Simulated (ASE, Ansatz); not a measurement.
# ZrC/ZrN superlattice along [111] (378 atoms): support functions against a reference, part 2 of 2

Wanted: errors and times of a linear-scaling basis for ZrC/ZrN superlattice along [111] (378 atoms). A setting counts as converged where the r.m.s. difference of forces stays under 1 % of the r.m.s. force.

Ansatz 0.2.0; Kohn-Sham DFT, PBE, PAW (set soft_2), plane waves.

The cell: 189 Zr, 108 C and 81 N. The host structure and its lattice constant were typed by rule, without a check against the phase diagram.

So far. Step 4 (Support functions medium): Forces differ from the reference by 0.43 meV/Å r.m.s., 0.13 % of their size, well within a tolerance of 1 %; the energy by -2.1 meV/atom. It took 32 s and 21 cycles; the reference's time can't be set against it, since the two runs asked for unlike analyses. Step 5 (Support functions medium, spacing 0.383 Å (grid laid …): Forces differ from the reference by 257 meV/Å r.m.s., 76 % of their size, far over a tolerance of 1 %; the energy by +45 meV/atom.

## 6. Support functions medium, spacing 0.319 Å (grid laid 0.311 Å)

Level of this step: Kohn-Sham DFT, PBE, PAW (set soft_2), localised support functions (medium) (Ansatz).

The grid spacing sets how fine a wave the support functions can hold. The typed value is an upper bound: the grid laid has 36×36×180 points, 0.311 Å apart at most.

input.yaml reads:

```yaml
crystal:
  lattice:
    - [9.96596, 0.0, 0.0]
    - [-4.98298, 8.63078, 0.0]
    - [0.0, 0.0, 55.90321]
  atoms:
    [... the 378 atom lines of step 2 ...]
kpoints:
  mp_grid: { grid: [2, 2, 1] }
hamiltonian:
  xc: pbe
scf:
  occupations: { method: gaussian, width: 0.025 }
  eigensolver: { kind: { support_functions: { accuracy: medium, spacing: 0.319 } } }
  mixing: { beta: 0.2 }
  max_iter: 150
output:
  forces: true
  eigenvalues: true
```

The run is started by

```sh
$ ansatz run input.yaml --threads 32 --pin off --max-ram 143360MiB --backend cuda --events-out ev --progress --plain --runs-dir out
```

Numbers of over 12 decimals in the logs are rounded to 6 here.

Output:

```text
[...]
GPU FFT provider: cuFFT
GPU libraries: cuBLAS 13.8.1, cuFFT 12.4.0, cuSOLVER 12.3.2
[...]
Crystal: 378 atoms, lattice volume = 4808.459 Å³
Basis set: ecut = 420 eV, 93979 PW (Γ), exchange–correlation on 144×144×750 points (8 copies of the dense FFT grid, shifted against one another)
Bands: 1863, of which v1, the nominal top of the filled ones, is band 1553 counted from 1 (1552 counted from 0)
Symmetry: 1 space group operations
k-points: 4
[...]
GPU buffer pool allocated for 1944000 grid points (all kernels)
[...]
SCF iter   1: F=—  HF=-849372.975836 eV  |F-HF|=—  |Δ(HF+E_count)|=         —  Δρ=8.61e-2  dr2=8.47e3  ethr=1.00e-1
[...]
SCF iter  23: F=-849414.031134 eV  HF=-849414.031136 eV  |F-HF|=2.37e-6  |Δ(HF+E_count)|=   5.05e-7  Δρ=6.18e-6  dr2=3.05e-6  ethr=1.95e-10
SCF 1 converged in 23 iterations: F = -849414.175278 eV  dr2 = 3.05e-6
[...]
SCF converged after 23 iterations
[...]
Free energy (F): -849414.175278 eV
[...]
Internal energy: -849414.140252 eV  (E = F + TS)
E sigma→0 (E₀):  -849414.157765 eV
Entropy (-TS):   -0.035026 eV (-0.093 meV/atom)
Fermi energy:    15.815692 eV
[...]
--- Forces (eV/Å), atoms counted from 1 ---
[... 378 lines of forces left out ...]
  max |Σ_I F_I| component: 2.05e-1 eV/Å
--- Band table (eV) ---
[... left out ...]
```

Elapsed: 31 s, on 1 × NVIDIA GB200 with 32 threads of Arm Neoverse V2, shared host; peak memory 2.1 GiB; 48 s of CPU time.

That memory is the host's; the program planned up to 16.1 GiB on the GPU.

Forces differ from the reference by 26 meV/Å r.m.s., 7.7 % of their size, far over a tolerance of 1 %; the energy by -1.9 meV/atom. It took 31 s and 23 cycles; the reference's time can't be set against it, since the two runs asked for unlike analyses. The setting is coarser than the default on purpose.

## 7. Support functions medium, spacing 0.277 Å (grid laid 0.277 Å)

The grid spacing sets how fine a wave the support functions can hold. The typed value is an upper bound: the grid laid has 36×36×216 points, 0.277 Å apart at most.

input.yaml, the sections that differ from step 6:

```yaml
scf:
  occupations: { method: gaussian, width: 0.025 }
  eigensolver: { kind: { support_functions: { accuracy: medium, spacing: 0.277 } } }
  mixing: { beta: 0.2 }
  max_iter: 150
# crystal, kpoints, hamiltonian, output: as in step 6
```

Output:

```text
[...]
GPU FFT provider: cuFFT
GPU libraries: cuBLAS 13.8.1, cuFFT 12.4.0, cuSOLVER 12.3.2
[...]
Crystal: 378 atoms, lattice volume = 4808.459 Å³
Basis set: ecut = 420 eV, 93979 PW (Γ), exchange–correlation on 144×144×750 points (8 copies of the dense FFT grid, shifted against one another)
Bands: 1863, of which v1, the nominal top of the filled ones, is band 1553 counted from 1 (1552 counted from 0)
Symmetry: 1 space group operations
k-points: 4
[...]
GPU buffer pool allocated for 1944000 grid points (all kernels)
[...]
SCF iter   1: F=—  HF=-849378.755666 eV  |F-HF|=—  |Δ(HF+E_count)|=         —  Δρ=8.60e-2  dr2=8.56e3  ethr=1.00e-1
[...]
SCF iter  23: F=-849413.844575 eV  HF=-849413.844577 eV  |F-HF|=2.73e-6  |Δ(HF+E_count)|=   4.02e-8  Δρ=6.16e-6  dr2=3.69e-6  ethr=2.74e-10
SCF 1 converged in 23 iterations: F = -849413.987463 eV  dr2 = 3.69e-6
[...]
SCF converged after 23 iterations
[...]
Free energy (F): -849413.987463 eV
[...]
Internal energy: -849413.952495 eV  (E = F + TS)
E sigma→0 (E₀):  -849413.969979 eV
Entropy (-TS):   -0.034968 eV (-0.093 meV/atom)
Fermi energy:    15.814227 eV
[...]
--- Forces (eV/Å), atoms counted from 1 ---
[... 378 lines of forces left out ...]
  max |Σ_I F_I| component: 4.66e-1 eV/Å
--- Band table (eV) ---
[... left out ...]
```

It took 30 s on 1 × NVIDIA GB200 with 32 threads; peak memory 2 GiB; 47 s of CPU time.

That memory is the host's; the program planned up to 15.1 GiB on the GPU.

Forces differ from the reference by 2.3 meV/Å r.m.s., 0.68 % of their size, within a tolerance of 1 %; the energy by -1.4 meV/atom. It took 30 s and 23 cycles; the reference's time can't be set against it, since the two runs asked for unlike analyses. The setting is coarser than the default on purpose.

## 8. Support functions medium, spacing 0.245 Å (grid laid 0.233 Å)

The grid spacing sets how fine a wave the support functions can hold. The typed value is an upper bound: the grid laid has 48×48×240 points, 0.233 Å apart at most.

input.yaml, the sections that differ from step 7:

```yaml
scf:
  occupations: { method: gaussian, width: 0.025 }
  eigensolver: { kind: { support_functions: { accuracy: medium, spacing: 0.245 } } }
  mixing: { beta: 0.2 }
  max_iter: 150
# crystal, kpoints, hamiltonian, output: as in step 7
```

Output:

```text
[...]
GPU FFT provider: cuFFT
GPU libraries: cuBLAS 13.8.1, cuFFT 12.4.0, cuSOLVER 12.3.2
[...]
Crystal: 378 atoms, lattice volume = 4808.459 Å³
Basis set: ecut = 420 eV, 93979 PW (Γ), exchange–correlation on 144×144×750 points (8 copies of the dense FFT grid, shifted against one another)
Bands: 1863, of which v1, the nominal top of the filled ones, is band 1553 counted from 1 (1552 counted from 0)
Symmetry: 1 space group operations
k-points: 4
[...]
GPU buffer pool allocated for 1944000 grid points (all kernels)
[...]
SCF iter   1: F=—  HF=-849391.719348 eV  |F-HF|=—  |Δ(HF+E_count)|=         —  Δρ=8.56e-2  dr2=8.47e3  ethr=1.00e-1
[...]
SCF iter  20: F=—  HF=-849414.142919 eV  |F-HF|=—  |Δ(HF+E_count)|=   4.73e-3  Δρ=1.48e-5  dr2=1.53e-5  ethr=1.35e-9
SCF iter  21: F=-849414.142916 eV  HF=-849414.142920 eV  |F-HF|=3.66e-6  |Δ(HF+E_count)|=   1.85e-7  Δρ=8.46e-6  dr2=5.05e-6  ethr=4.91e-10
SCF 1 converged in 21 iterations: F = -849414.280798 eV  dr2 = 5.05e-6
[...]
SCF converged after 21 iterations
[...]
Free energy (F): -849414.280798 eV
[...]
Internal energy: -849414.245759 eV  (E = F + TS)
E sigma→0 (E₀):  -849414.263278 eV
Entropy (-TS):   -0.035039 eV (-0.093 meV/atom)
Fermi energy:    15.813606 eV
[...]
Σ components = -849414.280798   (vs F -849414.280798, Δ=0.00e0)
--- Forces (eV/Å), atoms counted from 1 ---
[... 378 lines of forces left out ...]
  max |Σ_I F_I| component: 1.25e-2 eV/Å
--- Band table (eV) ---
[... left out ...]
```

Run time: 32 s. Hardware: 1 × NVIDIA GB200 with 32 threads; peak memory 2.1 GiB; 50 s of CPU time.

That memory is the host's; the program planned up to 17.2 GiB on the GPU.

Keys that differ from the reference: support_functions.accuracy = "medium", support_functions.spacing = 0.245, scf.max_iter = 150 and scf.mixing.beta = 0.2.

Forces differ from the reference by 0.53 meV/Å r.m.s., 0.16 % of their size, well within a tolerance of 1 %; the energy by -2.2 meV/atom. It took 32 s and 21 cycles; the reference's time can't be set against it, since the two runs asked for unlike analyses.

## 9. Cost against change

Each row is set against the plane-wave reference (Kohn-Sham DFT, PBE, PAW (set soft_2), plane waves; r.m.s. force component 0.337 eV/Å). Energies are set beside the reference only for runs with its functional, potentials and electron count. Times are for 1 × NVIDIA GB200 with 32 threads of Arm Neoverse V2, shared host. The reference's time includes the DOS, the stress and grids, which some other runs skip.

```
                                                          run  Δ force, r.m.s. (meV/Å)  share of r.m.s. force (%)  Δ energy (meV/atom)  cycles  time  host memory (GiB)  planned on the GPU (GiB)
                                                    reference                        -                          -                    -      13  21 s                 15                       164
                                        support functions low                     0.47                      0.139                -2.12      19  29 s                2.2                        17
                                     support functions medium                    0.427                      0.127                -2.12      21  32 s                2.1                        17
support functions medium, spacing 0.383 Å (grid laid 0.373 Å)                      257                       76.4                 44.9      23  31 s                2.2                        17
support functions medium, spacing 0.319 Å (grid laid 0.311 Å)                     26.1                       7.74                -1.92      23  31 s                2.1                        16
support functions medium, spacing 0.277 Å (grid laid 0.277 Å)                     2.30                      0.684                -1.42      23  30 s                2.0                        15
support functions medium, spacing 0.245 Å (grid laid 0.233 Å)                    0.527                      0.156                -2.20      21  32 s                2.1                        17
```

## 10. The reference in detail

With the settings judged, the reference run is read for its physics.

Length of the force by element:

```
element  coordination  atoms  mean length of the force (eV/Å)  spread   least   most
      C           all    108                            0.432   0.170  0.0706  0.915
      N           all     81                            0.392   0.174   0.114  0.937
     Zr           all    189                            0.631   0.283   0.165   1.64
```

Löwdin charges by element (they lack the spilled electrons, 0.026 e an atom on average):

```
element  coordination  atoms  mean charge (e)  spread   least    most
      C           all    108           -0.737  0.0137  -0.769  -0.724
      N           all     81           -0.725  0.0074  -0.746  -0.707
     Zr           all    189            0.784  0.0131   0.757   0.813
```

By region:

```csv
region,atoms,mean length of the force (eV/Å)
ZrC,216,0.554
ZrN,162,0.482
```

Density of states as counts of states in windows of 1 eV (from the Fermi level), total and some projections:

```
from (eV)  to (eV)  total   Zr d    C p    N p   C s
      -14      -13    0.4    0.0    0.0    0.0   0.0
      -13      -12    0.0    0.0    0.0    0.0   0.0
      -12      -11    1.1    0.0    0.0    0.0   0.4
      -11      -10   21.7    1.7    0.2    0.0  10.3
      -10       -9  144.8   36.2    1.1    0.2  86.1
       -9       -8   48.3    7.9    0.4    0.0  34.9
       -8       -7    5.0    1.7    0.0    2.4   0.1
       -7       -6   69.6   20.9    0.3   38.2   0.1
       -6       -5  138.9   41.7    3.2   82.1   0.4
       -5       -4  264.9   82.5   23.8  141.1   1.4
       -4       -3  161.5   49.3   53.9   42.7   2.1
       -3       -2  320.5  133.1  163.8    7.4   2.7
       -2       -1  160.0   78.2   68.9    7.1   1.3
       -1        0   89.8   46.5   31.8    8.5   0.2
        0        1  109.4   74.3   18.3   11.7   0.6
        1        2  144.9  109.2   17.3   11.7   0.7
        2        3  223.1  175.9   17.4   17.2   1.5
```

Between -26 and -14 eV lie 406 more states.

The stored curve holds about 1833 of the 3105 electrons; the rest, give or take the few that broadening carries across the Fermi level, lie in deeper levels below its range.

Not all projections were asked for or kept, so they needn't add up to the total.

The levels nearest the highest filled one (over half full), pooled over k-points and spins:

```csv
level less the highest filled one (eV),occupation
-0.0133,1.62
-0.012,1.58
-0.0095,1.50
-0.0072,1.41
-0.0036,1.26
0,1.10
0.0223,0.257
0.0271,0.16
0.0283,0.14
0.0307,0.107
0.0323,0.089
0.0349,0.065
```

Planar average of the electrostatic potential energy along the normal, with the Fermi level as zero, after a running mean with a triangular window 4 Å wide at its base:

```
height (Å)  potential energy (eV)
       0.0                 -10.76
       1.6                  -9.35
       3.1                  -9.63
       4.8                  -9.32
       6.4                  -9.03
       7.9                  -9.65
       9.5                  -9.09
      11.2                  -9.68
      12.7                  -9.20
      14.3                  -9.13
      16.0                  -9.61
      17.6                  -9.12
      19.1                  -9.80
      20.7                  -9.02
      22.4                  -9.27
      23.9                  -9.40
      25.5                  -9.00
      27.1                  -9.78
      28.6                  -9.03
      30.3                  -9.68
      31.9                  -9.92
      33.4                 -10.70
      35.0                 -11.44
      36.7                 -10.96
      38.2                 -11.40
      39.8                 -11.35
      41.4                 -11.11
      43.1                 -11.56
      44.6                 -11.07
      46.2                 -11.16
      47.9                 -11.49
      49.3                 -11.20
      51.0                 -11.49
      52.6                 -11.07
      54.1                 -10.86
      55.8                 -10.80
```

Mean Löwdin charges: C -0.74, N -0.72, Zr +0.78 e (they miss 0.32 % of the electrons, so they add up to more than the cell's charge). Within 0.4 eV of the Fermi level the largest share is Zr d (58 % of the projected weight).

## 11. Local order

These statistics describe the geometry on which the runs were made.

Density 6.79 g/cm³, 12.72 Å³ an atom.

Pair distribution functions g(r), in bins of 0.2 Å:

| r (Å) | total | Zr-Zr | Zr-C | Zr-N | C-C | C-N | N-N |
| --- | --- | --- | --- | --- | --- | --- | --- |
| 2.20 | 0.91 | 0.00 | 0.51 | 3.58 | 0.00 | 0.00 | 0.00 |
| 2.40 | 4.67 | 0.00 | 10.50 | 7.75 | 0.00 | 0.00 | 0.00 |
| 2.60 | 0.00 | 0.00 | 0.00 | 0.00 | 0.00 | 0.00 | 0.00 |
| 2.80 | 0.00 | 0.00 | 0.00 | 0.00 | 0.00 | 0.00 | 0.00 |
| 3.00 | 0.00 | 0.00 | 0.00 | 0.00 | 0.00 | 0.00 | 0.00 |
| 3.20 | 2.27 | 4.52 | 0.00 | 0.00 | 3.94 | 1.09 | 14.91 |
| 3.40 | 3.30 | 6.61 | 0.00 | 0.00 | 14.50 | 0.02 | 10.00 |
| 3.60 | 0.00 | 0.00 | 0.00 | 0.00 | 0.00 | 0.00 | 0.00 |
| 3.80 | 0.15 | 0.00 | 0.01 | 0.67 | 0.00 | 0.00 | 0.00 |
| 4.00 | 2.13 | 0.00 | 4.25 | 4.25 | 0.00 | 0.00 | 0.00 |
| 4.20 | 0.21 | 0.00 | 0.64 | 0.11 | 0.00 | 0.00 | 0.00 |
| 4.40 | 0.00 | 0.00 | 0.00 | 0.00 | 0.00 | 0.00 | 0.00 |
| 4.60 | 1.04 | 2.08 | 0.00 | 0.00 | 2.25 | 0.53 | 5.79 |
| 4.80 | 0.36 | 0.70 | 0.00 | 0.00 | 2.15 | 0.02 | 0.08 |
| 5.00 | 0.23 | 0.00 | 0.02 | 1.03 | 0.00 | 0.00 | 0.00 |
| 5.20 | 4.11 | 0.00 | 8.40 | 7.96 | 0.00 | 0.00 | 0.00 |
| 5.40 | 0.17 | 0.09 | 0.39 | 0.06 | 0.00 | 0.00 | 0.41 |
| 5.60 | 0.90 | 1.80 | 0.00 | 0.00 | 0.27 | 0.77 | 7.29 |
| 5.80 | 2.78 | 5.52 | 0.00 | 0.00 | 11.51 | 0.70 | 7.93 |
| 6.00 | 0.00 | 0.00 | 0.00 | 0.00 | 0.00 | 0.00 | 0.00 |
| 6.20 | 0.00 | 0.00 | 0.00 | 0.00 | 0.00 | 0.00 | 0.00 |
| 6.40 | 0.26 | 0.52 | 0.00 | 0.00 | 0.00 | 0.16 | 2.52 |
| 6.60 | 1.11 | 2.22 | 0.00 | 0.02 | 4.34 | 0.39 | 3.24 |
| 6.80 | 0.32 | 0.05 | 0.13 | 1.23 | 0.07 | 0.00 | 0.09 |
| 7.00 | 2.73 | 0.00 | 5.83 | 5.00 | 0.00 | 0.00 | 0.00 |
| 7.20 | 0.47 | 0.82 | 0.19 | 0.02 | 0.00 | 0.27 | 3.78 |
| 7.40 | 1.83 | 3.62 | 0.00 | 0.09 | 6.73 | 1.04 | 5.02 |
| 7.60 | 0.43 | 0.02 | 0.20 | 1.73 | 0.03 | 0.00 | 0.00 |

Bonds by pair of elements; cutoffs follow the first minimum of g(r), held within bounds set by covalent radii, and pairs that aren't listed don't count as bonded (cutoffs were set anew for this text, so counts can differ from the run's own analysis):

| pair A-B | cutoff (Å) | bonds | mean length (Å) | spread (Å) | shortest (Å) | B about A | A about B |
| --- | --- | --- | --- | --- | --- | --- | --- |
| Zr-C | 2.77 | 648 | 2.35 | 0.028 | 2.27 | 3.43 | 6 |
| Zr-N | 2.77 | 486 | 2.32 | 0.029 | 2.24 | 2.57 | 6 |

How many atoms have how many bonded neighbours:

```
element  mean    6
      C     6  108
      N     6   81
     Zr     6  189
```

For some of the pairs, g(r) has its first main peak near 3.30 Å (Zr-Zr), 2.35 Å (Zr-C), 2.31 Å (Zr-N), 3.32 Å (C-C), 3.25 Å (C-N) and 3.28 Å (N-N). With the cutoffs above, all C atoms have 6, all N atoms have 6 and all Zr atoms have 6 bonded neighbours.

Local excerpt of 10 atoms (numbers count through the whole input) about Zr55, which bears the longest force; x, y, z are measured from there.

```
 atom      x      y      z  distance (Å)  bonds  Löwdin charge (e)     Fx     Fy  Fz (eV/Å)
 Zr55   0.00   0.00   0.00          0.00      6               0.81  -0.31   0.09       1.61
 N322   1.61  -0.93  -1.25          2.24      6              -0.71   0.39  -0.28      -0.45
 N358  -1.68  -0.92  -1.23          2.27      6              -0.73  -0.03  -0.36      -0.86
 N316   0.01   1.92  -1.29          2.31      6              -0.73  -0.35   0.14      -0.05
   C6  -0.01  -1.90   1.38          2.34      6              -0.77  -0.15  -0.29      -0.40
   C2  -1.65   0.95   1.38          2.35      6              -0.77  -0.31   0.15      -0.44
  C56   1.64   0.97   1.38          2.35      6              -0.76   0.10   0.05      -0.50
Zr321   0.00  -1.90  -2.55          3.18      6               0.79  -0.17  -0.01      -0.36
Zr369   1.66   0.99  -2.55          3.20      6               0.79  -0.09  -0.14      -0.50
Zr315  -1.68   0.97  -2.60          3.24      6               0.78  -0.15   0.09       0.18
```

The column of bonds counts only the pairs Zr-C within 2.77 Å, Zr-N within 2.77 Å; other neighbours, such as metal atoms beside each other in a compound, aren't counted, and periodic images can show an atom twice.

## 12. Outcome

```json
{"free energy per atom": "-2247.1255 eV/atom", "density": "6.794 g/cm³", "pressure": "-0.9714 GPa", "r.m.s. force component": "0.3368 eV/Å", "wall time of the 7 DFT runs": "3.4 min"}
```

**Reading.** Against plane waves at 420 eV, the forces differ by 0.43 meV/Å (0.13 %) with support functions medium. At 378 atoms the fastest of the runs at a preset level, support functions low, takes roughly 1.4 times the time of plane waves (whose run also made extra analyses, so the like-for-like ratio is larger), in 19 SCF cycles against 13. Differences between support functions and plane waves include what basis error the plane-wave run still has. As the typed spacing goes from 0.245 to 0.383 Å, the force difference goes from 0.53 to 257 meV/Å, while the time lies between 30 s and 32 s.

20 levels are partly filled, by over 2 % (on the run's k-points): no clear gap opens at this level. Levels of broken or missing bonds inside a gap of the host would look the same. With the cutoffs above, all C atoms have 6, all N atoms have 6 and all Zr atoms have 6 bonded neighbours.

What to keep in mind: The geometry was built by rule, was displaced at random and isn't relaxed at this level: its force components are 0.34 eV/Å r.m.s. The stress is far from hydrostatic: its diagonal is -2.7, -2.7, 2.4 GPa, compression counted positive.

[Logs are printed without paths, hosts, clocks, repeated set-up lines and the standing remarks that a program may print on its own settings, such as how far it seeks lower states.]

[Hosts, paths, dates, database ids (printed as entryN), source tags and the programs' standing remarks are cut or masked in the printed files.]
